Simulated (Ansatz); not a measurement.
# In2Se (model cell, started as cuprite): a soft mode frozen in, part 3 of 3

Wanted: the energy along a soft mode of In2Se (model cell, started as cuprite) and the structure at the end.

Ansatz 0.2.0; DFT PBEsol, scalar-relativistic, plane waves, PAW.

So far. Step 5 (Energy along the mode, all amplitudes (two of the runs …): The lowest of the steps tried is at 0.32 Å, 32.0 meV/atom below the parent; the bottom of the well need not coincide with a step. Step 7 (The new phase in its own primitive cell): The largest force component left is 0.38 meV/Å and the pressure is 0.000 GPa, within the tolerances set. The cell now holds 28.93 Å³/atom. The relaxed cell has a = 6.692, c = 13.426 Å (conventional setting).

The structure was built from a prototype and need not be the compound's stable phase.

**8. Modes of the new phase, k-mesh 9×9×9**

A relaxed structure may still be a saddle point, so its zone-centre modes are computed. No field response is asked, since the mesh shows no gap.

input.yaml

```yaml
crystal:
  lattice:
    - [3.3461054613, 1.9318748888, 4.4753414184]
    - [-3.3461054613, 1.9318748888, 4.4753414184]
    - [0.0, -3.8637497777, 4.4753414184]
  atoms:
    - { symbol: Se, position: [0.2273849378, 0.2273849378, 0.2273849378] }
    - { symbol: Se, position: [0.4969670072, 0.4969670072, 0.4969670072] }
    - { symbol: In, position: [0.1807367168, 0.727523061, 0.1807367168] }
    - { symbol: In, position: [0.7040556573, 0.7040556573, 0.7040556573] }
    - { symbol: In, position: [0.727523061, 0.1807367168, 0.1807367168] }
    - { symbol: In, position: [0.1807367168, 0.1807367168, 0.727523061] }
kpoints:
  mp_grid: { grid: [9, 9, 9] }
hamiltonian:
  xc: pbesol
scf:
  occupations: { method: methfessel_paxton, width: 0.2 }
output:
  eigenvalues: true
phonons:
  method: dfpt
```

Started as:

```sh
$ ansatz run input.yaml --threads 8 --pin off --max-ram 14336MiB --backend cpu --events-out ev --progress --plain --runs-dir out
```

Numbers of over 12 decimals in the logs are rounded to 6 here.

Output:

```text
[...]
Crystal: 6 atoms, lattice volume = 173.579 Å³
Basis set: ecut = 420 eV, 3363 PW (Γ), exchange–correlation on 80×80×80 points (8 copies of the dense FFT grid, shifted against one another)
Bands: 51, of which v1, the nominal top of the filled ones, is band 42 counted from 1 (41 counted from 0)
Symmetry: 6 space group operations
k-points: 365 of 729 (irreducible under 1 space group operation, time reversal used)
[...]
SCF iter   1: F=—  HF=-32950.891108 eV  |F-HF|=—  |Δ(HF+E_count)|=         —  Δρ=4.48e-3  dr2=4.96e-2  ethr=1.77e-3  ⟨swp⟩=6.6  Hψ=74823  notcnv=0
[...]
SCF iter  11: F=-32950.877523 eV  HF=-32950.877523 eV  |F-HF|=0.00e0  |Δ(HF+E_count)|=  1.46e-11  S|Δr|=    0.00e0  Δρ=1.90e-8  dr2=9.30e-13  ethr=1.00e-12  ⟨swp⟩=5.0  Hψ=70185  notcnv=0
SCF 1 converged in 11 iterations: F = -32950.877523 eV  dr2 = 9.30e-13
[...]
DFPT response loops at Γ: preconditioner auto → Kerker (q_TF=auto, 2.417 Å⁻¹) (partly filled bands, converged f_vac=0.064); β = 1.00, the filter's whole step (`scf.mixing.beta` (0.50) is not read by the response loops under this deck's `scf.mixing.preconditioner`; to damp them name `kerker` or `kerker_dos`, under which they read `scf.mixing.beta`, and type it under 1.00, their step now; both keys bind the ground state too); Broyden in place of MSR1
SCF converged after 11 iterations
[...]
Free energy (F): -32950.877523 eV
[...]
Internal energy: -32950.873703 eV  (E = F + TS)
E sigma→0 (E₀):  -32950.876568 eV
Entropy (-TS):   -0.003820 eV (-0.637 meV/atom)
Fermi energy:    8.055361 eV
[...]
--- Band table (eV; the first three rows and the last of 365) ---
  k-point 0: bands = [... 38 lower, 4.3323, 6.1669, 6.1669, 6.1977, 8.0255, 8.0255, 9.9159, 11.3490, ... 5 higher]
  k-point 1: bands = [... 38 lower, 4.7065, 5.8363, 6.1295, 6.7551, 7.9941, 8.1415, 9.7919, 11.2977, ... 5 higher]
  k-point 2: bands = [... 38 lower, 5.2119, 5.8732, 6.1168, 7.3282, 8.0891, 8.3791, 9.5936, 11.3927, ... 5 higher]
  k-point 364: bands = [... 38 lower, 5.3901, 6.1434, 6.3215, 8.0218, 8.7334, 9.4608, 9.9739, 10.7820, ... 5 higher]
--- Phonons (Γ-DFPT): 8 representative perturbations + reference, on 365 of 729 k-points (Σ response iterations 25) ---
  k mesh reduced under 1 symmetry operation, with k and −k counted as one. Each operation leaves every solved perturbation unchanged. A smaller set is not used because it would not reduce the number of displacements times k-points to solve
  ASR residual: 4.220e-5 → 0.000e0 eV/Å²; symmetrization residual: 2.763e-5 eV/Å²
  ASR residual per site (eV/Å²): 3.22e-5 2.61e-5 3.54e-5 4.22e-5 3.54e-5 4.08e-5
[...]
non-analytic LO–TO correction: not included (Born effective charges unavailable; polar crystals: no LO–TO splitting at Γ)
```

Elapsed: 6.3 min, on 8 threads of Arm Neoverse V2, shared host; peak memory 9.5 GiB; 48 min of CPU time.

Numbers from this step:

```
sum-rule residual before enforcement                    : 4.22e-5 eV/Å²
point group                                             : 3m
highest optical mode at the zone centre (no LO-TO term) : 187.3 cm⁻¹
lowest optical zone-centre mode                         : -22.05 cm⁻¹
```

Patterns of degenerate modes are one choice out of their space. Modes at Γ, with each element's share of the kinetic energy (negative means imaginary):

```csv
mode,frequency (cm⁻¹),symmetry,Se %,In %
1,-22.1,A2,0,100
2,0.0,acoustic,26,74
3,0.0,acoustic,26,74
4,0.0,acoustic,26,74
5,6.0,E,23,77
6,6.0,E,23,77
7,41.9,E,26,74
8,41.9,E,26,74
9,67.8,A1,4,96
10,87.5,E,45,55
11,87.5,E,45,55
12,101.3,A1,57,43
13,101.6,E,37,63
14,101.6,E,37,63
15,123.9,E,44,56
16,123.9,E,44,56
17,150.6,A1,63,37
18,187.3,A1,51,49
```

Displacements in mode 1 (-22.1 cm⁻¹), the largest set to 1:
```
Se1  0.00  0.00  0.00
Se2  0.00  0.00  0.00
In3 -0.50 -0.87  0.00
In4  0.00  0.00  0.00
In5 -0.50  0.87  0.00
In6  1.00  0.00  0.00
```

Displacements in mode 18 (187.3 cm⁻¹), the largest set to 1:
```
Se1  0.00  0.00 -0.42
Se2  0.00  0.00  1.00
In3 -0.43  0.25 -0.09
In4  0.00  0.00 -0.13
In5  0.43  0.25 -0.09
In6  0.00 -0.50 -0.09
```

Before it was imposed, the acoustic sum rule was missed by 4.2e-5 eV/Å². Small misses are needed for a sound result but don't prove that mesh and cutoff are converged. The lowest optical mode is imaginary, 22.1i cm⁻¹, so the energy falls along it.

**9. Summary of results**

| Item | Value |
| --- | --- |
| unstable mode of the parent | q = (0, 0, 0), 116i cm⁻¹ |
| depth at the lowest point sampled | 32.0 meV/atom |
| largest atomic shift at that point | 0.32 Å |
| space group reached (within 0.01 Å) | R3m |
| energy gained over the parent (first relaxation, on the mesh of the frozen mode) | 626 meV/atom |
| volume per atom, phase reached | 28.9 Å³ |
| lowest optical zone-centre mode, phase reached | -22.1 cm⁻¹ |
| highest optical mode at the zone centre (no LO-TO term), phase reached | 187 cm⁻¹ |

**Reading.** Along this mode the structure falls into R3m, 626 meV/atom below the parent. At the parent's cell the well is 31.96 meV/atom deep on the steps tried, with its lowest point at a shift of 0.32 Å. Relaxing atoms and cell changes the gain by +593.89 meV/atom against the lowest step (energies at zero smearing). Most of the total comes from this relaxation. The new phase still has an imaginary mode at the zone centre of its cell, so it is a saddle point on the way to a lower structure. Of the 5 patterns followed to their end from this parent, this one ends 95.7 meV/atom above the lowest, P-4m2. Each path keeps the symmetry of its pattern, so a lower phase may lie along a pattern not tried. With no gap, or one that is small against the smearing, the frequencies hang on the k mesh and the smearing, most of all near Kohn anomalies. The starting cell was built on a prototype and not taken from a measurement, so the phase need not exist.

[Logs are printed without paths, hosts, clocks, repeated set-up lines and the standing remarks that a program may print on its own settings, such as how far it seeks lower states.]

[Hosts, paths, dates, database ids (printed as entryN), source tags and the programs' standing remarks are cut or masked in the printed files.]
